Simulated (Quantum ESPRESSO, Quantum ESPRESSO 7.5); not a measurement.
## Ca(111), 5 layers: vacuum convergence

Wanted: the cheapest sound input for Ca(111), 5 layers, from a series that sets result against time.

Program: Quantum ESPRESSO 7.5. Level of theory: plane-wave DFT, PBE, GBRV ultrasoft pseudopotentials. Results are calculated unless marked as measured.

## 1. Set-up

The cell holds 5 atoms: 5 Ca. Its edges and angles: a = 3.946 Å, b = 3.946 Å, c = 36.886 Å, α = 90.0°, β = 90.0°, γ = 60.0°. It derives from Ca. Vacuum lies along c.

Structure file:

```cif
data_structure
_symmetry_space_group_name_H-M 'P 1'
_symmetry_Int_Tables_number 1
_cell_length_a 3.9457
_cell_length_b 3.9457
_cell_length_c 36.8865
_cell_angle_alpha 90.000
_cell_angle_beta 90.000
_cell_angle_gamma 60.000
_cell_volume 497.32
loop_
_atom_site_label
_atom_site_type_symbol
_atom_site_fract_x
_atom_site_fract_y
_atom_site_fract_z
_atom_site_occupancy
Ca1 Ca 0.66667 0.66667 0.32532 1
Ca2 Ca 0.00000 0.00000 0.41266 1
Ca3 Ca 0.33333 0.33333 0.50000 1
Ca4 Ca 0.66667 0.66667 0.58734 1
Ca5 Ca 0.00000 0.00000 0.67468 1
```

## 2. Self-consistent run: 24 Å of vacuum

The first run is the reference of the series.

The input, c0.in:

```
&control
  prefix = 'c0'
  outdir = './out'
  pseudo_dir = './pseudo'
  calculation = 'scf'
  tprnfor = .true.
/
&system
  ibrav = 0
  nat = 5
  ntyp = 1
  ecutwfc = 40
  ecutrho = 200
  occupations = 'smearing'
  smearing = 'mv'
  degauss = 0.02
/
&electrons
  conv_thr = 1e-07
  mixing_beta = 0.4
  electron_maxstep = 120
  mixing_mode = 'local-TF'
/
ATOMIC_SPECIES
  Ca  40.0780  ca_pbe_v1.uspp.F.UPF
CELL_PARAMETERS angstrom
  3.94565583902094 0.00000000000000 0.00000000000000
  1.97282791951047 3.41703819118253 0.00000000000000
  0.00000000000000 0.00000000000000 36.88645800831245
ATOMIC_POSITIONS crystal
  Ca  0.666666666700 0.666666666700 0.325322642724
  Ca  0.000000000000 0.000000000000 0.412661321362
  Ca  0.333333333300 0.333333333300 0.500000000000
  Ca  0.666666666700 0.666666666700 0.587338678638
  Ca  0.000000000000 0.000000000000 0.674677357276
K_POINTS automatic
  6 6 1 0 0 0
```

Started as:

```sh
> OMP_NUM_THREADS=1 mpirun -n 4 pw.x -nk 2 -in c0.in > c0.out
```

The program printed:

```text
Program PWSCF v.7.5 starts
[citation notice left out]

     Parallel version (MPI & OpenMP), running on       4 processor cores
     Number of MPI processes:                 4
     Threads/MPI process:                     1

     MPI processes distributed on     1 nodes
[...]
Current dimensions of program PWSCF are:
     Max number of different atomic species (ntypx) = 10
     Max number of k-points (npk) =  40000
     Max angular momentum in pseudopotentials (lmaxx) =  4
     Message from routine setup:
     using ibrav=0 with symmetry is DISCOURAGED, use correct ibrav instead

     K-points division:     npool     =       2
     R & G space division:  proc/nbgrp/npool/nimage =       2
     Subspace diagonalization in iterative solution of the eigenvalue problem:
     a serial algorithm will be used

     Parallelization info
     --------------------
     sticks:   dense  smooth     PW     G-vecs:    dense   smooth      PW
     Min         384     297     93                80126    57095    9351
     Max         385     298     94                80135    57132    9372
     Sum         769     595    187               160261   114227   18723

     Using Slab Decomposition

     bravais-lattice index     =            0
     lattice parameter (alat)  =       7.4562  a.u.
     unit-cell volume          =    3356.0822 (a.u.)^3
     number of atoms/cell      =            5
     number of atomic types    =            1
     number of electrons       =        50.00
     number of Kohn-Sham states=           30
     kinetic-energy cutoff     =      40.0000  Ry
     charge density cutoff     =     200.0000  Ry
     scf convergence threshold =      1.0E-07
     mixing beta               =       0.4000
     number of iterations used =            8  local-TF  mixing
     Exchange-correlation= SLA  PW   PBE  PBE
                           (   1   4   3   4   0   0   0)

     celldm(1)=   7.456209  celldm(2)=   0.000000  celldm(3)=   0.000000
     celldm(4)=   0.000000  celldm(5)=   0.000000  celldm(6)=   0.000000

     crystal axes: (cart. coord. in units of alat)
               a(1) = (   1.000000   0.000000   0.000000 )
               a(2) = (   0.500000   0.866025   0.000000 )
               a(3) = (   0.000000   0.000000   9.348625 )

     reciprocal axes: (cart. coord. in units 2 pi/alat)
               b(1) = (  1.000000 -0.577350  0.000000 )
               b(2) = (  0.000000  1.154701  0.000000 )
               b(3) = (  0.000000  0.000000  0.106968 )

     PseudoPot. # 1 for Ca read from file:
     ./pseudo/ca_pbe_v1.uspp.F.UPF
     Pseudo is Ultrasoft + core correction, Zval = 10.0
     Generated by new atomic code, or converted to UPF format
     Using radial grid of  845 points,  6 beta functions with:
                l(1) =   0
                l(2) =   0
                l(3) =   1
                l(4) =   1
                l(5) =   2
                l(6) =   2
     Q(r) pseudized with  8 coefficients,  rinner =    1.500   1.500   1.500
                                                       1.500   1.500

     atomic species   valence    mass     pseudopotential
     Ca               10.00    40.07800     Ca( 1.00)

     12 Sym. Ops., with inversion, found ( 6 have fractional translation)

   Cartesian axes

     site n.     atom                  positions (alat units)
         1        Ca     tau(   1) = (   1.0000000   0.5773503   3.0413195  )
         2        Ca     tau(   2) = (   0.0000000   0.0000000   3.8578161  )
         3        Ca     tau(   3) = (   0.5000000   0.2886751   4.6743127  )
         4        Ca     tau(   4) = (   1.0000000   0.5773503   5.4908092  )
         5        Ca     tau(   5) = (   0.0000000   0.0000000   6.3073058  )

     number of k points=     7  Marzari-Vanderbilt smearing, width (Ry)=  0.0200
                       cart. coord. in units 2pi/alat
        k(    1) = (   0.0000000   0.0000000   0.0000000), wk =   0.0555556
        k(    2) = (   0.0000000   0.1924501   0.0000000), wk =   0.3333333
        k(    3) = (   0.0000000   0.3849002   0.0000000), wk =   0.3333333
        k(    4) = (   0.0000000  -0.5773503   0.0000000), wk =   0.1666667
        k(    5) = (   0.1666667   0.2886751   0.0000000), wk =   0.3333333
        k(    6) = (   0.1666667  -0.6735753   0.0000000), wk =   0.6666667
        k(    7) = (   0.3333333  -0.5773503   0.0000000), wk =   0.1111111

     Dense  grid:   160261 G-vectors     FFT dimensions: (  36,  36, 320)

     Smooth grid:   114227 G-vectors     FFT dimensions: (  30,  30, 288)

     Estimated max dynamical RAM per process >     197.05 MB

     Estimated total dynamical RAM >     749.07 MB

     Initial potential from superposition of free atoms

     starting charge      49.9727, renormalised to      50.0000

     negative rho (up, down):  2.907E-05 0.000E+00
     Starting wfcs are   50 randomized atomic wfcs

     total cpu time spent up to now is        2.5 secs

     per-process dynamical memory:    69.8 Mb

     Self-consistent Calculation

     iteration #  1     ecut=    40.00 Ry     beta= 0.40
     Davidson diagonalization with overlap
     ethr =  1.00E-02,  avg # of iterations =  2.9

     total cpu time spent up to now is        4.8 secs

     total energy              =    -374.54161307 Ry
     estimated scf accuracy    <       0.63750333 Ry

     iteration #  2     ecut=    40.00 Ry     beta= 0.40
[...]
total energy              =    -374.52883545 Ry
     estimated scf accuracy    <       0.49263309 Ry

     iteration #  3     ecut=    40.00 Ry     beta= 0.40
[...]
total energy              =    -374.56295897 Ry
     estimated scf accuracy    <       0.09001294 Ry

     iteration #  4     ecut=    40.00 Ry     beta= 0.40
[...]
total energy              =    -374.56722315 Ry
     estimated scf accuracy    <       0.01611466 Ry

     iteration #  5     ecut=    40.00 Ry     beta= 0.40
[...]
total energy              =    -374.56560551 Ry
     estimated scf accuracy    <       0.04300173 Ry

     iteration #  6     ecut=    40.00 Ry     beta= 0.40
[...]
total energy              =    -374.56727934 Ry
     estimated scf accuracy    <       0.00443148 Ry

     iteration #  7     ecut=    40.00 Ry     beta= 0.40
[...]
total energy              =    -374.56692042 Ry
     estimated scf accuracy    <       0.00447021 Ry

     iteration #  8     ecut=    40.00 Ry     beta= 0.40
[...]
total energy              =    -374.56642531 Ry
     estimated scf accuracy    <       0.00802145 Ry

     iteration #  9     ecut=    40.00 Ry     beta= 0.40
[...]
negative rho (up, down):  6.732E-03 0.000E+00

[...]
total energy              =    -374.56622291 Ry
     estimated scf accuracy    <       0.00338829 Ry

     iteration # 10     ecut=    40.00 Ry     beta= 0.40
[...]
negative rho (up, down):  4.398E-03 0.000E+00

[...]
total energy              =    -374.56628850 Ry
     estimated scf accuracy    <       0.00117682 Ry

     iteration # 11     ecut=    40.00 Ry     beta= 0.40
[...]
negative rho (up, down):  8.356E-03 0.000E+00

[...]
total energy              =    -374.56625795 Ry
     estimated scf accuracy    <       0.00122477 Ry

     iteration # 12     ecut=    40.00 Ry     beta= 0.40
[...]
negative rho (up, down):  2.701E-03 0.000E+00

[...]
total energy              =    -374.56625876 Ry
     estimated scf accuracy    <       0.00013726 Ry

     iteration # 13     ecut=    40.00 Ry     beta= 0.40
[...]
negative rho (up, down):  1.766E-03 0.000E+00

[...]
total energy              =    -374.56626451 Ry
     estimated scf accuracy    <       0.00020375 Ry

     iteration # 14     ecut=    40.00 Ry     beta= 0.40
[...]
negative rho (up, down):  6.694E-04 0.000E+00

[...]
total energy              =    -374.56626892 Ry
     estimated scf accuracy    <       0.00000469 Ry

     iteration # 15     ecut=    40.00 Ry     beta= 0.40
[...]
negative rho (up, down):  8.244E-05 0.000E+00

[...]
total energy              =    -374.56627042 Ry
     estimated scf accuracy    <       0.00001138 Ry

     iteration # 16     ecut=    40.00 Ry     beta= 0.40
[...]
negative rho (up, down):  5.122E-05 0.000E+00

[...]
total energy              =    -374.56627039 Ry
     estimated scf accuracy    <       0.00000078 Ry

     iteration # 17     ecut=    40.00 Ry     beta= 0.40
[...]
negative rho (up, down):  6.403E-05 0.000E+00

[...]
total energy              =    -374.56627051 Ry
     estimated scf accuracy    <       0.00000095 Ry

     iteration # 18     ecut=    40.00 Ry     beta= 0.40
[...]
negative rho (up, down):  5.793E-05 0.000E+00

[...]
End of self-consistent calculation

          k = 0.0000 0.0000 0.0000 ( 14379 PWs)   bands (ev):

   -42.0074 -42.0074 -41.6132 -41.6114 -41.6021 -23.0374 -23.0374 -22.9050
   -22.9050 -22.9050 -22.9050 -22.6372 -22.5979 -22.5497 -22.5451 -22.5451
   -22.5413 -22.5413 -22.5316 -22.5316  -3.3857  -3.0603  -2.4945  -1.7575
    -0.9731   0.3771   0.8067   1.2532   1.6911   2.1808

          k = 0.0000 0.1925 0.0000 ( 14437 PWs)   bands (ev):

   -42.0054 -42.0054 -41.6109 -41.6094 -41.6005 -23.0341 -23.0341 -22.9284
   -22.9284 -22.9106 -22.9106 -22.6301 -22.5986 -22.5695 -22.5663 -22.5527
   -22.5519 -22.5471 -22.5470 -22.5362  -2.9823  -2.6645  -2.1089  -1.3820
    -0.6020   0.4683   0.9569   1.3677   1.7186   2.0544

          k = 0.0000 0.3849 0.0000 ( 14359 PWs)   bands (ev):

   -42.0016 -42.0016 -41.6062 -41.6055 -41.5974 -23.0274 -23.0274 -22.9747
   -22.9747 -22.9219 -22.9219 -22.6261 -22.6217 -22.6111 -22.5971 -22.5762
   -22.5650 -22.5583 -22.5539 -22.5458  -1.8688  -1.5854  -1.0840  -0.4301
     0.2687   0.6954   1.0772   1.2144   1.2408   1.3700

          k = 0.0000-0.5774 0.0000 ( 14248 PWs)   bands (ev):

   -41.9997 -41.9997 -41.6038 -41.6036 -41.5959 -23.0241 -23.0241 -22.9976
   -22.9976 -22.9275 -22.9275 -22.6459 -22.6379 -22.6344 -22.5862 -22.5828
   -22.5714 -22.5640 -22.5593 -22.5507  -0.4765  -0.3917  -0.2286  -0.0913
     0.0092   0.4089   0.6642   0.9252   1.0583   1.1770

          k = 0.1667 0.2887 0.0000 ( 14355 PWs)   bands (ev):

   -42.0026 -42.0026 -41.6074 -41.6065 -41.5981 -23.0291 -23.0291 -22.9588
   -22.9588 -22.9235 -22.9235 -22.6216 -22.6086 -22.5954 -22.5952 -22.5733
   -22.5639 -22.5582 -22.5535 -22.5469  -2.2198  -1.9213  -1.3943  -0.7027
     0.0424   0.6589   1.1803   1.3686   1.4960   1.5601

          k = 0.1667-0.6736 0.0000 ( 14282 PWs)   bands (ev):

   -41.9997 -41.9997 -41.6038 -41.6036 -41.5959 -23.0241 -23.0241 -22.9858
   -22.9858 -22.9394 -22.9394 -22.6338 -22.6277 -22.6227 -22.5955 -22.5793
   -22.5787 -22.5767 -22.5628 -22.5558  -0.8905  -0.6534  -0.2321   0.2766
     0.5342   0.6514   0.8349   1.0244   1.1283   1.2092

[...]
the Fermi energy is     0.5136 ev

!    total energy              =    -374.56627064 Ry
     estimated scf accuracy    <       0.00000006 Ry
     smearing contrib. (-TS)   =      -0.00540656 Ry
     internal energy E=F+TS    =    -374.56086408 Ry

     The total energy is F=E-TS. E is the sum of the following terms:
     one-electron contribution =   -2663.21942737 Ry
     hartree contribution      =    1324.63173310 Ry
     xc contribution           =     -58.77980339 Ry
     ewald contribution        =    1022.80663358 Ry

     convergence has been achieved in  18 iterations

     negative rho (up, down):  5.793E-05 0.000E+00

     Forces acting on atoms (cartesian axes, Ry/au):

     atom    1 type  1   force =     0.00000000    0.00000000    0.00278826
     atom    2 type  1   force =     0.00000000    0.00000000   -0.00157854
     atom    3 type  1   force =     0.00000000    0.00000000    0.00000000
     atom    4 type  1   force =     0.00000000    0.00000000    0.00157854
     atom    5 type  1   force =     0.00000000    0.00000000   -0.00278826

     Total force =     0.004531     Total SCF correction =     0.000909
     SCF correction compared to forces is large: reduce conv_thr to get better values

[...]
=------------------------------------------------------------------------------=
   JOB DONE.
=------------------------------------------------------------------------------=
```

The job ended after 55 s (4 MPI ranks of AMD EPYC 7R43, shared host; peak memory 0.91 GiB).

Numbers from this step:

```
free energy  : -5096.2337 eV
Fermi energy : 0.5136 eV
```

The program's own clock; routines nest. Time by routine:

```tsv
routine	wall time (s)	calls
PWSCF	54.37	1
electrons	50.91	1
c_bands	27.21	18
cegterg	23.33	72
h_psi	18.23	356
fftw	16.82	12222
vloc_psi	15.22	356
sum_band	9.64	18
mix_rho	6.75	18
newd	5.29	19
ffts	3.84	1732
init_run	2.42	1
calbec	2.31	444
v_of_rho	2.13	19
```

The run needed 18 iterations to bring the estimated error under 1e-07 Ry; the largest force on any atom, held or free, is 0.07 eV/Å.

## 3. Potential by pp.x

plot_num = 11 writes the bare and Hartree potential. It leaves out exchange and correlation, which fade slowly, so it flattens close to the surface.

The input, c0.pot.in:

```
&inputpp
  prefix = 'c0'
  outdir = './out'
  filplot = 'c0.pot.dat'
  plot_num = 11
/
```

Started as:

```sh
> OMP_NUM_THREADS=1 mpirun -n 4 pp.x -in c0.pot.in > c0.pot.out
```

The program printed:

```text
[banner, memory and clock lines left out]
Program POST-PROC v.7.5 starts

          URL

     ./out/c0.save/

     IMPORTANT: XC functional enforced from input :
     Exchange-correlation= PBE
                           (   1   4   3   4   0   0   0)
     Any further DFT definition will be discarded
     Please, verify this is what you really want

     negative rho (up, down):  5.793E-05 0.000E+00

     Calling punch_plot, plot_num =  11
     Writing data to file  c0.pot.dat
     Message from routine chdens:
     namelist plot not found or invalid, exiting
```

It took 2.9 s on 4 MPI ranks; peak memory 0.4 GiB.

Read from the output:

| Property | Result |
| --- | --- |
| potential in the middle of the vacuum, over the Fermi level | 2.989 eV |

The potential energy, planar mean oscillates, so the rows of the table below give means over windows of 3.23 Å about each position, cut where the curve ends. Its maxima inside the range that stand out by 2 % of the span (Å: eV): 13.6: 1.64, 16.8: 1.69, 20.1: 1.69, 23.3: 1.64. Its minima: 12.0: -11.6, 15.2: -11.4, 18.4: -11.4, 21.7: -11.4, 24.9: -11.6.

Electrostatic potential energy of an electron; zero at the Fermi level. Table of potential energy, planar mean by z; means over each step:

z (Å), potential energy, planar mean (eV) and a bar from the least value:
```
     1.61        3.0 ##############################
     4.84        3.0 ##############################
     8.07        2.9 ##############################
    11.30       -3.2 #
    14.53       -3.3 #
    17.76       -3.2 #
    20.99       -3.2 #
    24.22       -3.4 
    27.45        2.2 ##########################
    30.68        3.0 ##############################
    33.91        3.0 ##############################
```

Inside the slab this potential holds the local part of the pseudopotentials, which can be repulsive at the nuclei; only its value in the vacuum has a meaning of its own.

## 4. Ground state: 18 Å of vacuum

The input, c2.in:

```
&control
  prefix = 'c2'
  outdir = './out'
  pseudo_dir = './pseudo'
  calculation = 'scf'
  tprnfor = .true.
/
&system
  ibrav = 0
  nat = 5
  ntyp = 1
  ecutwfc = 40
  ecutrho = 200
  occupations = 'smearing'
  smearing = 'mv'
  degauss = 0.02
/
&electrons
  conv_thr = 1e-07
  mixing_beta = 0.4
  electron_maxstep = 120
  mixing_mode = 'local-TF'
/
ATOMIC_SPECIES
  Ca  40.0780  ca_pbe_v1.uspp.F.UPF
CELL_PARAMETERS angstrom
  3.94565583902094 0.00000000000000 0.00000000000000
  1.97282791951047 3.41703819118253 0.00000000000000
  0.00000000000000 0.00000000000000 30.88645800831245
ATOMIC_POSITIONS crystal
  Ca  0.666666666700 0.666666666700 0.291389838148
  Ca  0.000000000000 0.000000000000 0.395694919074
  Ca  0.333333333300 0.333333333300 0.500000000000
  Ca  0.666666666700 0.666666666700 0.604305080926
  Ca  0.000000000000 0.000000000000 0.708610161852
K_POINTS automatic
  6 6 1 0 0 0
```

Started as:

```sh
> OMP_NUM_THREADS=1 mpirun -n 4 pw.x -nk 2 -in c2.in > c2.out
```

The program printed:

```text
[banner, memory and clock lines left out]
Program PWSCF v.7.5 starts
[...]
Message from routine setup:
[...]
number of electrons       =        50.00
     number of Kohn-Sham states=           30
     kinetic-energy cutoff     =      40.0000  Ry
     charge density cutoff     =     200.0000  Ry
[...]
number of k points=     7  Marzari-Vanderbilt smearing, width (Ry)=  0.0200
[...]
Dense  grid:   134255 G-vectors     FFT dimensions: (  36,  36, 270)
[...]
negative rho (up, down):  2.155E-05 0.000E+00
     Starting wfcs are   50 randomized atomic wfcs
[...]
estimated scf accuracy    <       0.64152714 Ry
[...]
estimated scf accuracy    <       0.49581431 Ry
[...]
estimated scf accuracy    <       0.09833373 Ry
[...]
estimated scf accuracy    <       0.01583121 Ry
[...]
estimated scf accuracy    <       0.04641559 Ry
[...]
estimated scf accuracy    <       0.00402004 Ry
[...]
estimated scf accuracy    <       0.00454269 Ry
[...]
estimated scf accuracy    <       0.00864732 Ry
[...]
negative rho (up, down):  3.070E-03 0.000E+00
[...]
estimated scf accuracy    <       0.00252393 Ry
[...]
negative rho (up, down):  9.740E-05 0.000E+00
[...]
estimated scf accuracy    <       0.00145731 Ry
[...]
negative rho (up, down):  1.632E-03 0.000E+00
[...]
estimated scf accuracy    <       0.00048624 Ry
[...]
negative rho (up, down):  1.487E-06 0.000E+00
[...]
estimated scf accuracy    <       0.00006114 Ry
[...]
negative rho (up, down):  1.087E-04 0.000E+00
[...]
estimated scf accuracy    <       0.00004780 Ry
[...]
negative rho (up, down):  6.946E-05 0.000E+00
[...]
estimated scf accuracy    <       0.00000144 Ry
[...]
negative rho (up, down):  2.219E-05 0.000E+00
[...]
estimated scf accuracy    <       0.00000032 Ry
[...]
negative rho (up, down):  2.422E-05 0.000E+00
[...]
estimated scf accuracy    <       0.00000034 Ry
[...]
negative rho (up, down):  2.444E-05 0.000E+00
[...]
the Fermi energy is     1.1942 ev
!    total energy              =    -374.56627048 Ry
     estimated scf accuracy    <       0.00000001 Ry
     smearing contrib. (-TS)   =      -0.00540587 Ry
     internal energy E=F+TS    =    -374.56086462 Ry
[...]
one-electron contribution =   -1702.25202495 Ry
     hartree contribution      =     845.39556138 Ry
     xc contribution           =     -58.77968216 Ry
     ewald contribution        =     541.07528111 Ry
     convergence has been achieved in  17 iterations
     negative rho (up, down):  2.444E-05 0.000E+00
[...]
Total force =     0.004448     Total SCF correction =     0.000248
[...]
```

Run time: 47 s. Hardware: 4 MPI ranks; peak memory 0.81 GiB; 3.1 min of CPU time.

Read from the output:

| Item | Value |
| --- | --- |
| Fermi energy | 1.194 eV |

The program's own clock; routines nest. Time by routine:

```tsv
routine	wall time (s)	calls
PWSCF	46.06	1
electrons	42.97	1
c_bands	23.25	17
cegterg	19.6	68
h_psi	15.49	336
fftw	14.53	11690
vloc_psi	13.13	336
sum_band	7.97	17
mix_rho	5.59	17
newd	4.58	18
ffts	3.51	1601
init_run	2.32	1
calbec	1.87	420
v_of_rho	1.84	18
```

## 5. Electrostatic potential

The input, c2.pot.in:

```
&inputpp
  prefix = 'c2'
  outdir = './out'
  filplot = 'c2.pot.dat'
  plot_num = 11
/
```

Started as:

```sh
> OMP_NUM_THREADS=1 mpirun -n 4 pp.x -in c2.pot.in > c2.pot.out
```

Run time: 2.6 s. Hardware: 4 MPI ranks; peak memory 0.23 GiB.

Numbers from this step:

* potential in the middle of the vacuum, over the Fermi level: 2.990 eV

Counted from each run's own zero (the Fermi level), the vacuum level differs from the first run's by +1 meV.

(Part 1 of 2 ends here.)

[Logs are printed without paths, hosts, clocks, repeated set-up lines and the standing remarks that a program may print on its own settings, such as how far it seeks lower states.]

[Hosts, paths, dates, database ids (printed as entryN), source tags and the programs' standing remarks are cut or masked in the printed files.]

[Maps of the electrostatic potential energy from Ansatz leave out the sawtooth potential of an applied field or a dipole correction, so their vacuum need not be flat; planar profiles and work functions include it.]
